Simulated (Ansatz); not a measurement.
# What BeInH3 (model cell, started as cubic perovskite with Be in the octahedra) distorts into, part 2 of 3

Which phase does BeInH3 (model cell, started as cubic perovskite with Be in the octahedra) fall into along its unstable mode, and how much energy does it gain?

Ansatz 0.2.0; DFT LDA, scalar-relativistic, plane waves, PAW; PAW set soft_1.

So far, highest frequency on the path or at a solved wavevector (cm⁻¹): step 2 (phonons on a q mesh) 994. Also lowest frequency on the path (cm⁻¹): step 2 -697.

The structure was built from a prototype and need not be the compound's stable phase.

## Step 4: The mode frozen in, largest atomic shift 0.22 Å

The atoms are moved along the unstable eigenvector, the largest shift by 0.22 Å, with the cell fixed.

The input, input.yaml:

```yaml
crystal:
  lattice:
    - [3.5304351694, 0.0, 0.0]
    - [0.0, 3.5304351694, 0.0]
    - [0.0, 0.0, 3.5304351694]
  atoms:
    - { symbol: In, position: [0.0, -7.2645e-06, 0.0] }
    - { symbol: Be, position: [0.5, 0.5143396568, 0.5] }
    - { symbol: H, position: [0.5, 0.4674683874, 0.0] }
    - { symbol: H, position: [0.5, -0.0623152641, 0.5] }
    - { symbol: H, position: [0.0, 0.4674683874, 0.5] }
kpoints:
  mp_grid: { grid: [12, 12, 12] }
hamiltonian:
  xc: lda
  pseudopotentials: { kind: paw, azcp: { folder: soft_1 }, xc_functional: pbe }
scf:
  occupations: { method: methfessel_paxton, width: 0.2 }
output:
  forces: true
  stress: true
  eigenvalues: true
```

Launch:

```
$ ansatz run input.yaml --threads 4 --pin off --max-ram 16384MiB --backend cpu --events-out ev --progress --plain --runs-dir out
```

Numbers of over 12 decimals in the logs are rounded to 6 here.

The program printed:

```text
[...]
Crystal: 5 atoms, lattice volume = 44.003 Å³
Basis set: ecut = 420 eV, 847 PW (Γ)
Bands: 14, of which v1, the nominal top of the filled ones, is band 9 counted from 1 (8 counted from 0)
Symmetry: 8 space group operations
[...]
k-points: 196 of 1728 (time reversal used)
[...]
k-point 0: bands = [... 5 lower, -3.3853, 6.1003, 6.6677, 8.6841, 8.6841, 9.1817, 9.4210, 17.4174, ... 1 higher]
  k-point 1: bands = [... 5 lower, -3.3052, 5.7242, 6.3141, 8.5656, 8.7751, 9.3127, 10.3670, 17.1556, ... 1 higher]
  k-point 2: bands = [... 5 lower, -3.0636, 4.4311, 6.3206, 8.6104, 9.0448, 9.5268, 12.0658, 16.2856, ... 1 higher]
  k-point 195: bands = [... 5 lower, 3.3139, 3.4510, 3.4510, 6.5120, 7.4914, 7.5202, 7.5202, 7.5299, ... 1 higher]
[key lines of the parts left out:]
SCF converged after 8 iterations
Free energy (F): -5590.379598 eV
Fermi energy:    8.199263 eV
P = ⅓ Tr σ = 1.0965 GPa (10.965 kbar)
```

The job ended after 3.3 s (4 threads of Arm Neoverse V1, shared host; peak memory 0.42 GiB; 13 s of CPU time).

This step gave:

```
pressure                         : 1.097 GPa
energy from the undistorted cell : -6.108 meV/atom
```

The energy, extrapolated to zero smearing, is -6.11 meV/atom against the undistorted cell.

The run ends at a pressure of 1.10 GPa, with forces up to 0.15 eV/Å.

## Step 5: Energy along the mode, all amplitudes (two of the runs are shown above)

An imaginary frequency means negative curvature, so the energy should fall and then rise again as anharmonic terms take over.

Numbers from this step:

```yaml
depth_at_the_lowest_point_sampled: 6.108 meV/atom
largest_atomic_shift_at_that_point: 0.22 Å
```

Energy from the parent against largest atomic shift:

| largest atomic shift (Å) | energy from the parent (meV/atom) |
| --- | --- |
| 0.000 | 0 |
| 0.040 | -0.421 |
| 0.080 | -1.59 |
| 0.140 | -4.10 |
| 0.220 | -6.11 |
| 0.320 | 2.47 |
| 0.450 | 61.8 |

Displacement at unit largest shift by atom:

| atom | x (Å) | y (Å) | z (Å) | size |
| --- | --- | --- | --- | --- |
| In1 | 0.00 | 0.00 | 0.00 | 0.00 |
| Be2 | 0.00 | 0.23 | 0.00 | 0.23 |
| H3 | 0.00 | -0.52 | 0.00 | 0.52 |
| H4 | 0.00 | -1.00 | 0.00 | 1.00 |
| H5 | 0.00 | -0.52 | 0.00 | 0.52 |

The lowest of the steps tried is at 0.22 Å, 6.11 meV/atom below the parent; the bottom of the well need not coincide with a step.

## Step 6: Relaxing from the distorted cell

Starting from the lowest point found, all atoms and the cell are let go, so that strain and other modes of the same symmetry can join in.

Changes to input.yaml since step 4:

```diff
@@ -22 +22,6 @@
   eigenvalues: true
+relax:
+  adjacent_minimum: "off"
+  f_tol: 0.002
+  max_steps: 120
+  cell: { stress_tol: 0.03 }
```

The program printed:

```text
[...]
Crystal: 5 atoms, lattice volume = 44.003 Å³
Basis set: ecut = 420 eV, 847 PW (Γ)
Bands: 14, of which v1, the nominal top of the filled ones, is band 9 counted from 1 (8 counted from 0)
Symmetry: 8 space group operations
[...]
k-points: 196 of 1728 (time reversal used)
[...]
SCF iter   1: F=—  HF=-5590.995119 eV  |F-HF|=—  |Δ(HF+E_count)|=         —  Δρ=5.39e-2  dr2=1.54e0  ethr=3.10e-3  ⟨swp⟩=5.2  Hψ=15853  notcnv=0
[...]
SCF iter   8: F=-5590.379598 eV  HF=-5590.379598 eV  |F-HF|=2.32e-9  |Δ(HF+E_count)|=   6.07e-8  S|Δr|=    0.00e0  Δρ=2.46e-6  dr2=3.28e-9  ethr=5.56e-10  ⟨swp⟩=4.2  Hψ=9272  notcnv=0
SCF 1 converged in 8 iterations: F = -5590.379598 eV  dr2 = 3.28e-9
[...]
relax step   1: F+E_penalty+E_count = -5590.37959813 eV  Δ(F+E_penalty+E_count) = +0.000e0 eV  max|allowed force component| = 1.497e-1 eV/Å  Δτ_max = 0.0000 Å  P = +1.097 GPa  Ω = 44.003 Å³  (8 SCF iters, dr2 threshold 1.00e-7 eV, accepted)
Crystal: 5 atoms, lattice volume = 45.051 Å³
Basis set: ecut = 420 eV, 889 PW (Γ)
[...]
SCF iter   5: F=-5590.422330 eV  HF=-5590.422330 eV  |F-HF|=1.65e-9  |Δ(HF+E_count)|=   5.64e-7  S|Δr|=    0.00e0  Δρ=1.05e-5  dr2=2.97e-8  ethr=2.78e-9  ⟨swp⟩=6.0  Hψ=14244  notcnv=0
SCF 2 converged in 5 iterations: F = -5590.422330 eV  dr2 = 2.97e-8
relax step   2: F+E_penalty+E_count = -5590.42233022 eV  Δ(F+E_penalty+E_count) = -4.273e-2 eV  max|allowed force component| = 2.470e-1 eV/Å  Δτ_max = 0.0822 Å  P = -0.558 GPa  Ω = 45.051 Å³  energy of the carried Pulay correction = -5.851e-4 eV  (5 SCF iters, dr2 threshold 5.00e-7 eV, accepted)
Crystal: 5 atoms, lattice volume = 45.834 Å³
Basis set: ecut = 420 eV, 929 PW (Γ)
[...]
SCF iter   5: F=-5590.464289 eV  HF=-5590.464289 eV  |F-HF|=7.90e-8  |Δ(HF+E_count)|=   2.66e-7  S|Δr|=    0.00e0  Δρ=2.16e-5  dr2=1.69e-7  ethr=2.78e-9  ⟨swp⟩=5.9  Hψ=13714  notcnv=0
SCF 3 converged in 5 iterations: F = -5590.464289 eV  dr2 = 1.69e-7
relax step   3: F+E_penalty+E_count = -5590.46428942 eV  Δ(F+E_penalty+E_count) = -4.196e-2 eV  max|allowed force component| = 2.967e-1 eV/Å  Δτ_max = 0.0451 Å  P = -0.846 GPa  Ω = 45.834 Å³  energy of the carried Pulay correction = -1.013e-3 eV  (5 SCF iters, dr2 threshold 5.00e-7 eV, accepted)
[... from here on, the SCF cycles and remarks between the steps are left out ...]
relax step   4: F+E_penalty+E_count = -5590.51983749 eV  Δ(F+E_penalty+E_count) = -5.555e-2 eV  max|allowed force component| = 1.527e-1 eV/Å  Δτ_max = 0.0755 Å  P = +0.022 GPa  Ω = 46.269 Å³  energy of the carried Pulay correction = -1.248e-3 eV  (5 SCF iters, dr2 threshold 5.00e-7 eV, accepted)
relax step   5: F+E_penalty+E_count = -5590.58283906 eV  Δ(F+E_penalty+E_count) = -6.300e-2 eV  max|allowed force component| = 1.841e-1 eV/Å  Δτ_max = 0.0713 Å  P = +0.176 GPa  Ω = 46.878 Å³  energy of the carried Pulay correction = -1.573e-3 eV  (5 SCF iters, dr2 threshold 5.00e-7 eV, accepted)
relax step   6: F+E_penalty+E_count = -5590.64560061 eV  Δ(F+E_penalty+E_count) = -6.276e-2 eV  max|allowed force component| = 2.687e-2 eV/Å  Δτ_max = 0.0675 Å  P = +0.372 GPa  Ω = 46.880 Å³  energy of the carried Pulay correction = -1.574e-3 eV  (5 SCF iters, dr2 threshold 5.00e-7 eV, accepted)
relax step   7: F+E_penalty+E_count = -5590.67759464 eV  Δ(F+E_penalty+E_count) = -3.199e-2 eV  max|allowed force component| = 2.760e-1 eV/Å  Δτ_max = 0.0384 Å  P = +0.706 GPa  Ω = 46.746 Å³  energy of the carried Pulay correction = -1.503e-3 eV  (5 SCF iters, dr2 threshold 5.00e-7 eV, accepted)
relax step   8: F+E_penalty+E_count = -5590.68582459 eV  Δ(F+E_penalty+E_count) = -8.230e-3 eV  max|allowed force component| = 5.707e-2 eV/Å  Δτ_max = 0.0195 Å  P = -0.061 GPa  Ω = 47.058 Å³  energy of the carried Pulay correction = -1.668e-3 eV  (6 SCF iters, dr2 threshold 5.00e-7 eV, accepted)
relax step   9: F+E_penalty+E_count = -5590.65411840 eV  Δ(F+E_penalty+E_count) = +3.171e-2 eV  max|allowed force component| = 2.884e-1 eV/Å  Δτ_max = 0.0634 Å  P = +3.015 GPa  Ω = 44.853 Å³  energy of the carried Pulay correction = -4.753e-4 eV  (6 SCF iters, dr2 threshold 2.04e-7 eV, rejected (line search))
relax step  10: F+E_penalty+E_count = -5590.68691418 eV  Δ(F+E_penalty+E_count) = -1.090e-3 eV  max|allowed force component| = 8.834e-3 eV/Å  Δτ_max = 0.0197 Å  P = +0.037 GPa  Ω = 46.997 Å³  energy of the carried Pulay correction = -1.635e-3 eV  (9 SCF iters, accepted)
relax step  11: F+E_penalty+E_count = -5590.68697763 eV  Δ(F+E_penalty+E_count) = -6.345e-5 eV  max|allowed force component| = 2.277e-3 eV/Å  Δτ_max = 0.0045 Å  P = +0.009 GPa  Ω = 47.015 Å³  energy of the carried Pulay correction = -1.645e-3 eV  (5 SCF iters, dr2 threshold 1.55e-8 eV, accepted)
relax step  12: F+E_penalty+E_count = -5590.68697689 eV  Δ(F+E_penalty+E_count) = +7.381e-7 eV  max|allowed force component| = 1.917e-4 eV/Å  Δτ_max = 0.0004 Å  P = +0.001 GPa  Ω = 47.020 Å³  energy of the carried Pulay correction = -1.648e-3 eV  (5 SCF iters, dr2 threshold 3.24e-10 eV, accepted)
relax step  13: F+E_penalty+E_count = -5590.74655798 eV  Δ(F+E_penalty+E_count) = -5.958e-2 eV  max|allowed force component| = 2.453e-3 eV/Å  Δτ_max = 0.0000 Å  P = +1.413 GPa  Ω = 47.020 Å³  stress off target by 3.98e0 GPa  SCF on the basis re-selected at this cell (its energy is not comparable with the rows above)  (8 SCF iters)
relax step  14: F+E_penalty+E_count = -5590.78738594 eV  Δ(F+E_penalty+E_count) = -4.083e-2 eV  max|allowed force component| = 4.196e-2 eV/Å  Δτ_max = 0.0338 Å  P = +0.996 GPa  Ω = 47.752 Å³  energy of the carried Pulay correction = -3.772e-4 eV  (5 SCF iters, dr2 threshold 5.00e-7 eV, accepted)
relax step  15: F+E_penalty+E_count = -5590.82647141 eV  Δ(F+E_penalty+E_count) = -3.909e-2 eV  max|allowed force component| = 1.658e-2 eV/Å  Δτ_max = 0.0307 Å  P = +0.749 GPa  Ω = 48.343 Å³  energy of the carried Pulay correction = -6.677e-4 eV  (5 SCF iters, dr2 threshold 5.00e-7 eV, accepted)
relax step  16: F+E_penalty+E_count = -5590.86495543 eV  Δ(F+E_penalty+E_count) = -3.848e-2 eV  max|allowed force component| = 7.245e-2 eV/Å  Δτ_max = 0.0213 Å  P = +0.585 GPa  Ω = 48.538 Å³  energy of the carried Pulay correction = -7.308e-4 eV  (6 SCF iters, dr2 threshold 5.00e-7 eV, accepted)
relax step  17: F+E_penalty+E_count = -5590.89396734 eV  Δ(F+E_penalty+E_count) = -2.901e-2 eV  max|allowed force component| = 2.831e-1 eV/Å  Δτ_max = 0.0533 Å  P = +1.290 GPa  Ω = 48.403 Å³  energy of the carried Pulay correction = -6.059e-4 eV  (6 SCF iters, dr2 threshold 5.00e-7 eV, accepted)
relax step  18: F+E_penalty+E_count = -5590.87329935 eV  Δ(F+E_penalty+E_count) = +2.067e-2 eV  max|allowed force component| = 7.183e-1 eV/Å  Δτ_max = 0.1209 Å  P = +0.346 GPa  Ω = 49.380 Å³  energy of the carried Pulay correction = -1.106e-3 eV  (6 SCF iters, dr2 threshold 5.00e-7 eV, rejected (line search))
relax step  19: F+E_penalty+E_count = -5590.90649723 eV  Δ(F+E_penalty+E_count) = -1.253e-2 eV  max|allowed force component| = 3.905e-2 eV/Å  Δτ_max = 0.0184 Å  P = +0.273 GPa  Ω = 49.058 Å³  energy of the carried Pulay correction = -9.514e-4 eV  (9 SCF iters, accepted)
relax step  20: F+E_penalty+E_count = -5590.90894295 eV  Δ(F+E_penalty+E_count) = -2.446e-3 eV  max|allowed force component| = 3.042e-2 eV/Å  Δτ_max = 0.0155 Å  P = -0.208 GPa  Ω = 49.569 Å³  energy of the carried Pulay correction = -1.211e-3 eV  (5 SCF iters, dr2 threshold 5.00e-7 eV, accepted)
relax step  21: F+E_penalty+E_count = -5590.90941929 eV  Δ(F+E_penalty+E_count) = -4.763e-4 eV  max|allowed force component| = 2.416e-2 eV/Å  Δτ_max = 0.0252 Å  P = -0.084 GPa  Ω = 49.497 Å³  energy of the carried Pulay correction = -1.167e-3 eV  (6 SCF iters, dr2 threshold 1.44e-7 eV, accepted)
relax step  22: F+E_penalty+E_count = -5590.90973380 eV  Δ(F+E_penalty+E_count) = -3.145e-4 eV  max|allowed force component| = 4.297e-3 eV/Å  Δτ_max = 0.0080 Å  P = +0.030 GPa  Ω = 49.374 Å³  energy of the carried Pulay correction = -1.099e-3 eV  (6 SCF iters, dr2 threshold 4.02e-8 eV, accepted)
relax step  23: F+E_penalty+E_count = -5590.90972837 eV  Δ(F+E_penalty+E_count) = +5.425e-6 eV  max|allowed force component| = 7.398e-4 eV/Å  Δτ_max = 0.0007 Å  P = +0.002 GPa  Ω = 49.399 Å³  energy of the carried Pulay correction = -1.112e-3 eV  (5 SCF iters, dr2 threshold 5.27e-9 eV, accepted)
relax step  24: F+E_penalty+E_count = -5590.91933549 eV  Δ(F+E_penalty+E_count) = -9.607e-3 eV  max|allowed force component| = 6.659e-3 eV/Å  Δτ_max = 0.0000 Å  P = +0.201 GPa  Ω = 49.399 Å³  stress off target by 6.08e-1 GPa  SCF on the basis re-selected at this cell (its energy is not comparable with the rows above)  (7 SCF iters)
relax step  25: F+E_penalty+E_count = -5590.92080535 eV  Δ(F+E_penalty+E_count) = -1.470e-3 eV  max|allowed force component| = 1.133e-2 eV/Å  Δτ_max = 0.0071 Å  P = +0.046 GPa  Ω = 49.588 Å³  energy of the carried Pulay correction = -8.738e-5 eV  (6 SCF iters, dr2 threshold 5.00e-7 eV, accepted)
relax step  26: F+E_penalty+E_count = -5590.92025805 eV  Δ(F+E_penalty+E_count) = +5.473e-4 eV  max|allowed force component| = 1.572e-2 eV/Å  Δτ_max = 0.0161 Å  P = -0.301 GPa  Ω = 50.050 Å³  energy of the carried Pulay correction = -3.110e-4 eV  (6 SCF iters, dr2 threshold 1.33e-7 eV, rejected (line search))
relax step  27: F+E_penalty+E_count = -5590.92111493 eV  Δ(F+E_penalty+E_count) = -3.096e-4 eV  max|allowed force component| = 2.829e-2 eV/Å  Δτ_max = 0.0104 Å  P = +0.032 GPa  Ω = 49.689 Å³  energy of the carried Pulay correction = -1.223e-4 eV  (8 SCF iters, accepted)
relax step  28: F+E_penalty+E_count = -5590.92066967 eV  Δ(F+E_penalty+E_count) = +4.453e-4 eV  max|allowed force component| = 9.163e-2 eV/Å  Δτ_max = 0.0064 Å  P = -0.133 GPa  Ω = 49.796 Å³  energy of the carried Pulay correction = -1.872e-4 eV  (5 SCF iters, dr2 threshold 5.00e-8 eV, rejected (line search))
relax step  29: F+E_penalty+E_count = -5590.92117402 eV  Δ(F+E_penalty+E_count) = -5.909e-5 eV  max|allowed force component| = 4.917e-3 eV/Å  Δτ_max = 0.0025 Å  P = -0.001 GPa  Ω = 49.688 Å³  energy of the carried Pulay correction = -1.225e-4 eV  (8 SCF iters, accepted)
relax step  30: F+E_penalty+E_count = -5590.92114309 eV  Δ(F+E_penalty+E_count) = +3.093e-5 eV  max|allowed force component| = 2.680e-3 eV/Å  Δτ_max = 0.0007 Å  P = -0.061 GPa  Ω = 49.745 Å³  energy of the carried Pulay correction = -1.569e-4 eV  (5 SCF iters, dr2 threshold 3.87e-9 eV, accepted)
relax step  31: F+E_penalty+E_count = -5590.92118733 eV  Δ(F+E_penalty+E_count) = -4.424e-5 eV  max|allowed force component| = 2.089e-4 eV/Å  Δτ_max = 0.0005 Å  P = -0.006 GPa  Ω = 49.691 Å³  energy of the carried Pulay correction = -1.277e-4 eV  (4 SCF iters, dr2 threshold 1.69e-8 eV, accepted)
relax step  32: F+E_penalty+E_count = -5590.92119287 eV  Δ(F+E_penalty+E_count) = -5.543e-6 eV  max|allowed force component| = 2.418e-4 eV/Å  Δτ_max = 0.0004 Å  P = +0.000 GPa  Ω = 49.682 Å³  energy of the carried Pulay correction = -1.236e-4 eV  (7 SCF iters, accepted)
[...]
SCF iter   5: F=-5590.921400 eV  HF=-5590.921400 eV  |F-HF|=1.46e-11  |Δ(HF+E_count)|=  7.28e-12  S|Δr|=    0.00e0  Δρ=1.81e-7  dr2=1.72e-11  ethr=1.00e-12  ⟨swp⟩=6.0  Hψ=11298  notcnv=0
SCF 33 converged in 5 iterations: F = -5590.921400 eV  dr2 = 1.72e-11
relax step  33: F+E_penalty+E_count = -5590.92140022 eV  Δ(F+E_penalty+E_count) = -2.073e-4 eV  max|allowed force component| = 4.697e-4 eV/Å  Δτ_max = 0.0000 Å  P = +0.001 GPa  Ω = 49.682 Å³  stress off target by 1.81e-2 GPa  SCF on the basis re-selected at this cell (its energy is not comparable with the rows above)  (5 SCF iters)
[...]
SCF converged after 5 iterations
[...]
Free energy (F): -5590.921400 eV
[...]
Internal energy: -5590.919972 eV  (E = F + TS)
E sigma→0 (E₀):  -5590.921043 eV
Entropy (-TS):   -0.001428 eV (-0.286 meV/atom)
Fermi energy:    6.262750 eV
[...]
--- Forces (eV/Å), atoms counted from 1 ---
  atom   1  In     0.00000000     0.00009759     0.00000000
  atom   2  Be     0.00000000    -0.00046967     0.00000000
  atom   3  H      0.00000000     0.00015151     0.00000000
  atom   4  H      0.00000000     0.00006945     0.00000000
  atom   5  H      0.00000000     0.00015151    -0.00000000
  max |Σ_I F_I| component: 3.93e-7 eV/Å
--- Stress (GPa, compression-positive) ---
       -0.007805       0.000000       0.000000
        0.000000       0.018130       0.000000
        0.000000       0.000000      -0.007805
  P = ⅓ Tr σ = 0.0008 GPa (0.008 kbar)
--- Band table (eV; the first three rows and the last of 196) ---
  k-point 0: bands = [... 5 lower, -3.9795, -0.3483, 1.6057, 8.2797, 11.2878, 12.0464, 12.0464, 14.1558, ... 1 higher]
  k-point 1: bands = [... 5 lower, -3.8681, -0.2450, 1.7065, 7.6283, 10.8929, 12.1428, 12.3992, 14.3395, ... 1 higher]
  k-point 2: bands = [... 5 lower, -3.5322, 0.0630, 1.9993, 6.2370, 10.0387, 11.9202, 12.4205, 14.0104, ... 1 higher]
  k-point 195: bands = [... 5 lower, 2.2676, 2.2676, 3.3982, 6.2145, 6.2145, 6.4302, 8.1843, 9.3040, ... 1 higher]
--- Relaxed structure (30 steps of the walk, 26 accepted, 3 SCFs on fresh bases) ---
  F+E_penalty+E_count = -5590.92140022 eV   max|allowed force component| = 4.697e-4 eV/Å   (the final SCF, on the basis selected at the relaxed cell)
  cell:  # Å, volume = 49.6821 Å³
    - [2.972214, 0, 0]
    - [0, 5.623931, 0.0]
    - [0, 0.0, 2.972214]
  atoms:
    - { symbol: In, position: [0, 0.070995, 0] }
    - { symbol: Be, position: [0.5, 0.554856, 0.5] }
    - { symbol: H, position: [0.5, 0.474147, 0] }
    - { symbol: H, position: [0.5, -0.187192, 0.5] }
    - { symbol: H, position: [0, 0.474147, 0.5] }
```

Run time: 2 min. Hardware: 4 threads; peak memory 0.49 GiB.

Relaxation path (22 of 33):

| step | energy less that of the first step (eV) | largest force component (eV/Å) | pressure (GPa) | volume (Å³) |
| --- | --- | --- | --- | --- |
| 1 | 0.0000 | 0.1497 | 1.10 | 44.00 |
| 3 | -0.0847 | 0.2967 | -0.85 | 45.83 |
| 4 | -0.1402 | 0.1527 | 0.02 | 46.27 |
| 6 | -0.2660 | 0.0269 | 0.37 | 46.88 |
| 7 | -0.2980 | 0.2760 | 0.71 | 46.75 |
| 9 | -0.2745 | 0.2884 | 3.01 | 44.85 |
| 10 | -0.3073 | 0.0088 | 0.04 | 47.00 |
| 12 | -0.3074 | 0.0002 | 0.00 | 47.02 |
| 13* | -0.3670 | 0.0025 | 1.41 | 47.02 |
| 15 | -0.4469 | 0.0166 | 0.75 | 48.34 |
| 16 | -0.4854 | 0.0725 | 0.58 | 48.54 |
| 18 | -0.4937 | 0.7183 | 0.35 | 49.38 |
| 19 | -0.5269 | 0.0390 | 0.27 | 49.06 |
| 21 | -0.5298 | 0.0242 | -0.08 | 49.50 |
| 22 | -0.5301 | 0.0043 | 0.03 | 49.37 |
| 24* | -0.5397 | 0.0067 | 0.20 | 49.40 |
| 25 | -0.5412 | 0.0113 | 0.05 | 49.59 |
| 27 | -0.5415 | 0.0283 | 0.03 | 49.69 |
| 28 | -0.5411 | 0.0916 | -0.13 | 49.80 |
| 30 | -0.5415 | 0.0027 | -0.06 | 49.74 |
| 31 | -0.5416 | 0.0002 | -0.01 | 49.69 |
| 33* | -0.5418 | 0.0005 | 0.00 | 49.68 |

Relaxation steps marked * repeat the geometry before them on a plane-wave basis chosen anew for their cell, so energy and pressure can jump there. Other such steps can lie between the rows shown. Relaxation steps 9, 18, 26, 28 were tried and not accepted.

Forces are held to the 8 operations that the run works with; a distortion that breaks them can't arise in this run.

| cell as run | before | after | change |
| --- | --- | --- | --- |
| a (Å) | 3.530 | 2.972 | -15.8 % |
| b (Å) | 3.530 | 5.624 | +59.3 % |
| c (Å) | 3.530 | 2.972 | -15.8 % |
| volume (Å³/atom) | 8.80 | 9.94 | +12.9 % |

The atoms that moved most (Å, as changes of fractional coordinates times the final cell):

| atom | dx | dy | dz | length |
| --- | --- | --- | --- | --- |
| H4 | 0.000 | -0.702 | 0.000 | 0.702 |
| In1 | 0.000 | 0.399 | 0.000 | 0.399 |
| Be2 | 0.000 | 0.228 | 0.000 | 0.228 |
| H3 | 0.000 | 0.038 | 0.000 | 0.038 |
| H5 | 0.000 | 0.038 | 0.000 | 0.038 |

Final coordinates:

```xyz
5
Lattice="2.9722 0.0000 0.0000 0.0000 5.6239 0.0000 0.0000 0.0000 2.9722" Properties=species:S:1:pos:R:3 pbc="T T T"
In    0.0000    0.3993    0.0000
Be    1.4861    3.1205    1.4861
H     1.4861    2.6666    0.0000
H     1.4861   -1.0528    1.4861
H     0.0000    2.6666    1.4861
```

This step gave:

```yaml
pressure: 8.40e-4 GPa
volume_per_atom: 9.936 Å³
```

The distorted start has space group P4mm; the relaxation ends in P4mm.

(Continued in part 3 of 3.)

[Logs are printed without paths, hosts, clocks, repeated set-up lines and the standing remarks that a program may print on its own settings, such as how far it seeks lower states.]

[Hosts, paths, dates, database ids (printed as entryN), source tags and the programs' standing remarks are cut or masked in the printed files.]
